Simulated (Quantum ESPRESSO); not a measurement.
# CO2 (Cmce): Raman and infrared activity, part 2 of 3

Wanted: vibrational spectra of CO2 (Cmce) from linear and non-linear response.

Quantum ESPRESSO 8.0 development, patched; DFT LDA, scalar-relativistic, plane waves, PseudoDojo norm-conserving pseudopotentials.

So far. Step 2 (A first look): A gap of 6.4 eV opens on this mesh, so the crystal is taken as an insulator; the start stands at -2.7 GPa. Step 4 (Ground state): The cell stands at -0.058 GPa, close enough for phonons. The relaxed cell has a, b, c = 5.132, 4.639, 6.192 Å (conventional setting).

**5. Zone-centre response**

At q = 0 one unit cell holds all displacements; symmetry groups them into irreducible representations that are solved one by one. The response to a field gives ε∞ and the Born charges, which polar modes need. Third-order response adds the Raman tensors.

Input file ph.in:

```
phonons
 &inputph
    prefix='x',
    outdir='./tmp',
    fildyn='g.dyn',
    tr2_ph=1.0d-18,
    epsil=.true.,
    lraman=.true.,
    elop=.true.,
 /
0.000000000000 0.000000000000 0.000000000000
```

Command:

```bash
> OMP_NUM_THREADS=1 mpirun -n 4 ph.x -nk 4 -in ph.in > ph.out
```

The log of the run:

```text
[banners, grids, parts of the stress and lines that vanish by symmetry left out]
[banner, memory and clock lines left out]
Program PHONON v.8.0dev

[...]
(   1q-points):
[...]
Exchange-correlation= PW
                           (   1   4   0   0   0   0   0)
[...]
kinetic-energy cut-off    =      84.0000  Ry
     charge density cut-off    =     336.0000  Ry
     convergence threshold     =      1.0E-18
[...]
Exchange-correlation= PW
                           (   1   4   0   0   0   0   0)
[...]
q = (   0.0000000   0.0000000   0.0000000 )
      9 Sym.Ops. (with q -> -q+G )
     G cutoff =  363.6238  (  51693 G-vectors)     FFT grid: ( 40, 40, 72)
     number of k points=    63
[...]
Mode symmetry, D_2h (mmm)  point group:
[...]
Dielectric constant
[...]
End of electric fields calculation
          Dielectric constant in cartesian axis
          (       1.887649004      -0.000000000       0.000000000 )
          (       0.000000000       2.497816695       0.000000000 )
          (       0.000000000       0.000000000       2.226616050 )
          Effective charges (d Force / dE) in cartesian axis without acoustic sum rule applied (asr)
           atom    1  C     Mean Z*:        1.53698
      Ex  (        0.73917       -0.00000       -0.00000 )
      Ey  (        0.00000        2.28121       -0.78918 )
      Ez  (        0.00000       -1.08616        1.59057 )
           atom    2  C     Mean Z*:        1.53698
      Ex  (        0.73917       -0.00000        0.00000 )
      Ey  (       -0.00000        2.28121        0.78918 )
      Ez  (       -0.00000        1.08616        1.59057 )
           atom    3  O     Mean Z*:       -0.76853
      Ex  (       -0.36962        0.00000       -0.00000 )
      Ey  (        0.00000       -1.14064        0.48184 )
      Ez  (        0.00000        0.62187       -0.79532 )
           atom    4  O     Mean Z*:       -0.76853
      Ex  (       -0.36962        0.00000       -0.00000 )
      Ey  (        0.00000       -1.14064        0.48184 )
      Ez  (       -0.00000        0.62187       -0.79532 )
           atom    5  O     Mean Z*:       -0.76853
      Ex  (       -0.36962       -0.00000        0.00000 )
      Ey  (       -0.00000       -1.14064       -0.48184 )
      Ez  (       -0.00000       -0.62187       -0.79532 )
           atom    6  O     Mean Z*:       -0.76853
      Ex  (       -0.36962        0.00000        0.00000 )
      Ey  (        0.00000       -1.14064       -0.48184 )
      Ez  (        0.00000       -0.62187       -0.79532 )
          Effective charges Sum: Mean:       -0.00014
[...]
Effective charges (d Force / dE) in cartesian axis with asr applied:
           atom    1  C     Mean Z*:        1.53701
[...]
atom    2  C     Mean Z*:        1.53701
[...]
atom    3  O     Mean Z*:       -0.76850
[...]
atom    4  O     Mean Z*:       -0.76850
[...]
atom    5  O     Mean Z*:       -0.76850
[...]
atom    6  O     Mean Z*:       -0.76850
[...]
Dielectric constant from finite-differences
          (       1.887640016      -0.000000000       0.000000000 )
          (       0.000000000       2.497773041       0.000000000 )
          (       0.000000000       0.000000000       2.226602697 )
[...]
(       0.000000000       0.000000000       0.000000000 )
          (       0.000000000       0.000000000       0.000000000 )
          (       0.000000000       0.000000000       0.000000000 )
          (       0.000000000       0.000000000       0.000000000 )
          (       0.000000000       0.000000000       0.000000000 )
          (       0.000000000       0.000000000       0.000000000 )
          (      -0.000000000       0.000000000       0.000000000 )
          (       0.000000000      -0.000000000       0.000000000 )
[...]
(       0.000000000       0.406967390       0.109206294 )
          (      -0.000000000       0.109206294       0.190597254 )
          (       0.098717831      -0.000000000       0.000000000 )
          (      -0.000000000       0.134195996       0.111105627 )
          (       0.000000000       0.111105627       0.287992776 )
[...]
Representation #   1 mode #   1
[...]
End of self-consistent calculation
     Convergence has been achieved
     Representation #   2 mode #   2
[...]
End of self-consistent calculation
     Convergence has been achieved
     Representation #   3 mode #   3
[...]
End of self-consistent calculation
     Convergence has been achieved
     Representation #   4 mode #   4
[...]
End of self-consistent calculation
     Convergence has been achieved
[...]
Convergence has been achieved
[...]
Convergence has been achieved
[...]
Convergence has been achieved
[...]
Convergence has been achieved
[...]
Convergence has been achieved
[...]
Convergence has been achieved
[...]
Convergence has been achieved
[...]
Convergence has been achieved
[...]
Convergence has been achieved
[...]
Convergence has been achieved
[...]
Convergence has been achieved
[...]
Convergence has been achieved
     Representation #  17 mode #  17
[...]
End of self-consistent calculation
     Convergence has been achieved
     Representation #  18 mode #  18
[...]
End of self-consistent calculation
     Convergence has been achieved
[...]
Dielectric constant in cartesian axis
          (       1.887649004      -0.000000000       0.000000000 )
          (       0.000000000       2.497816695       0.000000000 )
          (       0.000000000       0.000000000       2.226616050 )
          Effective charges (d Force / dE) in cartesian axis without acoustic sum rule applied (asr)
           atom    1  C     Mean Z*:        1.53698
      Ex  (        0.73917       -0.00000       -0.00000 )
      Ey  (        0.00000        2.28121       -0.78918 )
      Ez  (        0.00000       -1.08616        1.59057 )
           atom    2  C     Mean Z*:        1.53698
      Ex  (        0.73917       -0.00000        0.00000 )
      Ey  (       -0.00000        2.28121        0.78918 )
      Ez  (       -0.00000        1.08616        1.59057 )
           atom    3  O     Mean Z*:       -0.76853
      Ex  (       -0.36962        0.00000       -0.00000 )
      Ey  (        0.00000       -1.14064        0.48184 )
      Ez  (        0.00000        0.62187       -0.79532 )
           atom    4  O     Mean Z*:       -0.76853
      Ex  (       -0.36962        0.00000       -0.00000 )
      Ey  (        0.00000       -1.14064        0.48184 )
      Ez  (       -0.00000        0.62187       -0.79532 )
           atom    5  O     Mean Z*:       -0.76853
      Ex  (       -0.36962       -0.00000        0.00000 )
      Ey  (       -0.00000       -1.14064       -0.48184 )
      Ez  (       -0.00000       -0.62187       -0.79532 )
           atom    6  O     Mean Z*:       -0.76853
      Ex  (       -0.36962        0.00000        0.00000 )
      Ey  (        0.00000       -1.14064       -0.48184 )
      Ez  (        0.00000       -0.62187       -0.79532 )
          Effective charges Sum: Mean:       -0.00014
[...]
Effective charges (d Force / dE) in cartesian axis with asr applied:
           atom    1  C     Mean Z*:        1.53701
[...]
atom    2  C     Mean Z*:        1.53701
[...]
atom    3  O     Mean Z*:       -0.76850
[...]
atom    4  O     Mean Z*:       -0.76850
[...]
atom    5  O     Mean Z*:       -0.76850
[...]
atom    6  O     Mean Z*:       -0.76850
[...]
q = (    0.000000000   0.000000000   0.000000000 )
[...]
freq (    1) =      -0.135112 [THz] =      -4.506845 [cm-1]
     freq (    2) =      -0.120772 [THz] =      -4.028523 [cm-1]
     freq (    3) =      -0.114209 [THz] =      -3.809590 [cm-1]
     freq (    4) =       1.993991 [THz] =      66.512380 [cm-1]
     freq (    5) =       3.472631 [THz] =     115.834512 [cm-1]
     freq (    6) =       3.928299 [THz] =     131.033949 [cm-1]
     freq (    7) =       4.096300 [THz] =     136.637864 [cm-1]
     freq (    8) =       4.666259 [THz] =     155.649636 [cm-1]
     freq (    9) =       4.886614 [THz] =     162.999900 [cm-1]
     freq (   10) =       5.220382 [THz] =     174.133207 [cm-1]
     freq (   11) =      18.594780 [THz] =     620.255099 [cm-1]
     freq (   12) =      18.670327 [THz] =     622.775070 [cm-1]
     freq (   13) =      18.741068 [THz] =     625.134751 [cm-1]
     freq (   14) =      18.828037 [THz] =     628.035714 [cm-1]
     freq (   15) =      40.531099 [THz] =    1351.971922 [cm-1]
     freq (   16) =      40.538430 [THz] =    1352.216465 [cm-1]
     freq (   17) =      70.743992 [THz] =    2359.765572 [cm-1]
     freq (   18) =      71.795611 [THz] =    2394.843786 [cm-1]
[...]
Mode symmetry, D_2h (mmm)  point group:
     freq (   1-   1) =         -4.5  [cm-1]   --> B_3u            I
     freq (   2-   2) =         -4.0  [cm-1]   --> B_2u            I
     freq (   3-   3) =         -3.8  [cm-1]   --> B_1u            I
     freq (   4-   4) =         66.5  [cm-1]   --> A_u
     freq (   5-   5) =        115.8  [cm-1]   --> B_1u            I
     freq (   6-   6) =        131.0  [cm-1]   --> B_3u            I
     freq (   7-   7) =        136.6  [cm-1]   --> A_g             R
     freq (   8-   8) =        155.6  [cm-1]   --> B_1g            R
     freq (   9-   9) =        163.0  [cm-1]   --> B_2g            R
     freq (  10-  10) =        174.1  [cm-1]   --> B_3g            R
     freq (  11-  11) =        620.3  [cm-1]   --> B_2u            I
     freq (  12-  12) =        622.8  [cm-1]   --> B_3u            I
     freq (  13-  13) =        625.1  [cm-1]   --> B_1u            I
     freq (  14-  14) =        628.0  [cm-1]   --> A_u
     freq (  15-  15) =       1352.0  [cm-1]   --> B_2g            R
     freq (  16-  16) =       1352.2  [cm-1]   --> A_g             R
     freq (  17-  17) =       2359.8  [cm-1]   --> B_1u            I
     freq (  18-  18) =       2394.8  [cm-1]   --> B_3u            I
```

Wall time 53 min (4 MPI ranks of Arm Neoverse V2, shared host).

This step gave:

* miss of the charge sum rule: 1.40e-4 e
* largest acoustic frequency at the zone centre before the sum rule: -4.51 cm⁻¹
* highest optical zone-centre mode (no LO-TO term): 2395 cm⁻¹
* lowest optical zone-centre mode: 66.51 cm⁻¹
* mean high-frequency dielectric constant: 2.204
* largest Born charge in size (third of the trace): 1.537 e

Born charge (rows field, columns displacement), before the sum rule (e), principal values of the symmetric part by kind of site:

```csv
atom,atoms with these values,low,middle,high,mean
C1,2,0.74,0.94,2.94,1.54
O3,4,-1.55,-0.39,-0.37,-0.77
```

In full for O3:

```
-0.37  0.00  0.00
 0.00 -1.14  0.48
 0.00  0.62 -0.80
```

High-frequency dielectric tensor:

```
1.89 0.00 0.00
0.00 2.50 0.00
0.00 0.00 2.23
```

The acoustic modes at Γ come out as far as 4.5 cm⁻¹ from zero, where they should vanish, a small numerical error; the Born charges miss their sum rule by 1.4e-4 e, which is good.

**6. Zone-centre analysis**

A rigid shift of the crystal must cost nothing, but grids and finite bases break this; the acoustic sum rule is imposed before the matrix is diagonalised again. With Born charges the intensities follow, and the static dielectric tensor.

Input file dynmat.in:

```
 &input
    fildyn='g.dyn',
    asr='crystal',
    fileig='dynmat.eig',
    lperm=.true.,
 /
```

Command:

```bash
> dynmat.x -in dynmat.in > dynmat.out
```

The log of the run:

```text
[banner, memory and clock lines left out]
Program DYNMAT v.8.0dev

     Reading Dynamical Matrix from file g.dyn
     ...Force constants read
     ...epsilon and Z* read
     ...Raman cross sections read
     Acoustic Sum Rule: || Z*(ASR) - Z*(orig)|| =    9.554322E-05
     Acoustic Sum Rule: ||dyn(ASR) - dyn(orig)||=    4.908839E-05
     A direction for q was not specified:TO-LO splitting will be absent

     Polarizability (A^3 units)
     multiply by 0.713601 for Clausius-Mossotti correction (not under assume_isolated = 'mt')
         5.206273    0.000000    0.000000
        -0.000000    8.785051    0.000000
         0.000000    0.000000    7.194395

     IR activities are in (D/A)^2/amu units
     Raman activities are in A^4/amu units
     multiply Raman by 0.259312 for Clausius-Mossotti correction (not under assume_isolated = 'mt')

# mode   [cm-1]    [THz]      IR          Raman   depol.fact
    1     -0.00   -0.0000    0.0000         0.0000    0.7210
    2     -0.00   -0.0000    0.0000         0.0000    0.7487
    3      0.00    0.0000    0.0000         0.0000    0.7432
    4     66.51    1.9940    0.0000         0.0000    0.7472
    5    115.83    3.4726    0.0308         0.0000    0.7500
    6    131.03    3.9283    0.0396         0.0000    0.7491
    7    136.64    4.0963    0.0000        10.1713    0.7495
    8    155.65    4.6663    0.0000         4.9703    0.7500
    9    163.00    4.8866    0.0000         0.4814    0.7500
   10    174.13    5.2204    0.0000         3.4795    0.7500
   11    620.25   18.5947    2.8871         0.0000    0.7119
   12    622.77   18.6703    2.4902         0.0000    0.1566
   13    625.13   18.7410    2.1512         0.0000    0.5119
   14    628.04   18.8280    0.0000         0.0000    0.5186
   15   1351.97   40.5311    0.0000        15.1729    0.7500
   16   1352.22   40.5384    0.0000       134.0728    0.0314
   17   2359.77   70.7440   17.9485         0.0000    0.2479
   18   2394.84   71.7956   28.6985         0.0000    0.0873

Electronic dielectric permittivity tensor (relative, adimensional)
         1.887649    0.000000    0.000000
        -0.000000    2.497817    0.000000
         0.000000    0.000000    2.226616

 ... with zone-center polar mode contributions
         2.104808   -0.000000    0.000000
        -0.000000    2.895083   -0.000000
         0.000000   -0.000000    2.545706

[end of the log left out, with the tail of the file of modes that dynmat.x writes under the same name]
```

It took 0.49 s on 1 thread.

Numbers from this step:

* mean static dielectric constant: 2.515

Unit eigenvectors of the mass-weighted matrix after the sum rule; no LO-TO term. The modes at Γ (shares of kinetic energy by element, %):

```csv
mode,frequency (cm⁻¹),C %,O %
1,0.0,27,73
2,0.0,27,73
3,0.0,27,73
4,66.5,27,73
5,115.8,27,73
6,131.0,28,72
7,136.6,0,100
8,155.6,0,100
9,163.0,0,100
10,174.1,0,100
11,620.2,73,27
12,622.8,72,28
13,625.1,73,27
14,628.0,73,27
15,1352.0,0,100
16,1352.2,0,100
17,2359.8,73,27
18,2394.8,73,27
```

Displacements in mode 4 (66.5 cm⁻¹), the largest set to 1:
```
C1   0.99  0.00  0.00
C2  -0.99  0.00  0.00
O3   1.00  0.00  0.00
O4   1.00  0.00  0.00
O5  -1.00  0.00  0.00
O6  -1.00  0.00  0.00
```

Displacements in mode 11 (620.2 cm⁻¹), the largest set to 1:
```
C1   1.00  0.00  0.00
C2   1.00  0.00  0.00
O3  -0.38  0.00  0.00
O4  -0.38  0.00  0.00
O5  -0.38  0.00  0.00
O6  -0.38  0.00  0.00
```

Degenerate modes summed, no LO-TO term. Infrared lines, with heights relative to the strongest:

```csv
position (cm⁻¹),lines merged,"IR intensity, relative"
67,1,0.0
116,1,0.1
131,1,0.1
137,1,0.0
156,1,0.0
163,1,0.0
174,1,0.0
620,1,10
623,1,8.7
625,1,7.5
628,1,0.0
1352,2,0.0
2360,1,63
2395,1,100
```

Degenerate modes summed. Lines of the Raman spectrum (strongest = 100):

```csv
position (cm⁻¹),lines merged,"Raman activity, relative"
67,1,0.0
116,1,0.0
131,1,0.0
137,1,6.8
156,1,3.3
163,1,0.3
174,1,2.3
620,1,0.0
623,1,0.0
625,1,0.0
628,1,0.0
1352,2,100
2360,1,0.0
2395,1,0.0
```

Static dielectric tensor (ions relaxed, fixed cell):

```
2.10 0.00 0.00
0.00 2.90 0.00
0.00 0.00 2.55
```

The rule moves no optical mode by more than 0.1 cm⁻¹.

**7. Sum rules set otherwise: a sum rule for molecules or wires on a crystal**

This rule also removes rotations, which suits molecules and not a crystal; it is tried to see the harm.

Input file dynmat.in:

```
 &input
    fildyn='g.dyn',
    asr='zero-dim',
    fileig='dynmat.eig',
    lperm=.true.,
 /
```

Command:

```bash
> dynmat.x -in dynmat.in > dynmat.out
```

The log of the run:

```text
[banner, memory and clock lines left out]
Program DYNMAT v.8.0dev

     Reading Dynamical Matrix from file g.dyn
     ...Force constants read
     ...epsilon and Z* read
     ...Raman cross sections read
     Warning: this looks like a crystal, not a molecule in a box: use asr = 'crystal'
     Acoustic Sum Rule: || Z*(ASR) - Z*(orig)|| =    1.246594E+00
     Acoustic Sum Rule: ||dyn(ASR) - dyn(orig)||=    4.223688E+00
     Message from routine dynmat:
     WARNING: the charges keep any dipole. Ignore the strengths of the modes set to zero; with q typed a rigid rotation may get a frequency
     A direction for q was not specified:TO-LO splitting will be absent

     Polarizability (A^3 units)
     multiply by 0.713601 for Clausius-Mossotti correction (not under assume_isolated = 'mt')
         5.206273    0.000000    0.000000
        -0.000000    8.785051    0.000000
         0.000000    0.000000    7.194395

     IR activities are in (D/A)^2/amu units
     Raman activities are in A^4/amu units
     multiply Raman by 0.259312 for Clausius-Mossotti correction (not under assume_isolated = 'mt')

# mode   [cm-1]    [THz]      IR          Raman   depol.fact
    1     -0.00   -0.0000    1.0515         9.5749    0.3161
    2     -0.00   -0.0000    0.8086         6.0974    0.4094
    3     -0.00   -0.0000    0.4427         0.5335    0.4993
    4      0.00    0.0000    0.0706         0.5377    0.3840
    5      0.00    0.0000    0.4735         0.6074    0.7387
    6      0.00    0.0000    3.1558         4.2766    0.3490
    7     83.26    2.4961    0.0046         0.3449    0.7460
    8    129.73    3.8891    0.0102         0.7177    0.7414
    9    137.70    4.1280    0.0738         1.2860    0.7497
   10    160.25    4.8042    0.0002         1.5125    0.7496
   11    390.83   11.7167    0.8438         1.8222    0.7496
   12    577.01   17.2982    1.6653         0.6407    0.6687
   13    624.02   18.7077    2.2049         0.0015    0.1261
   14    624.20   18.7130    1.3805         0.0017    0.5220
   15   1254.81   37.6183    0.1318        61.9239    0.0781
   16   1352.10   40.5348    0.0000        75.3234    0.0754
   17   1904.65   57.1001   15.1516         3.1395    0.2148
   18   2379.30   71.3295   23.6043         0.0070    0.3373

Electronic dielectric permittivity tensor (relative, adimensional)
         1.887649    0.000000    0.000000
        -0.000000    2.497817    0.000000
         0.000000    0.000000    2.226616

 ... with zone-center polar mode contributions
         2.129919   -0.012990   -0.019483
        -0.012990    2.926527    0.035897
        -0.019483    0.035897    2.519997

[end of the log left out, with the tail of the file of modes that dynmat.x writes under the same name]
```

The job ended after 0.47 s (1 thread).

The program raised no error, yet the settings are not those of a careful run.

The fault: a sum rule for molecules or wires on a crystal; 3 optical modes are projected out to zero frequency, as if they were rotations.

For a crystal the rule has to be 'simple' or 'crystal'.

Zone-centre frequencies as printed; negative means imaginary. Modes:

```csv
mode,frequency (cm⁻¹)
1,0
2,0
3,0
4,0
5,0
6,0
7,83.26
8,129.7
9,137.7
10,160.2
11,390.8
12,577
13,624
14,624.2
15,1255
16,1352
17,1905
18,2379
```

(Continued in part 3 of 3.)

[Host names and launcher messages were left out of these logs when they were recorded.]

[Logs are printed without paths, hosts, clocks, repeated set-up lines and the standing remarks that a program may print on its own settings, such as how far it seeks lower states.]

[Hosts, paths, dates, database ids (printed as entryN), source tags and the programs' standing remarks are cut or masked in the printed files.]
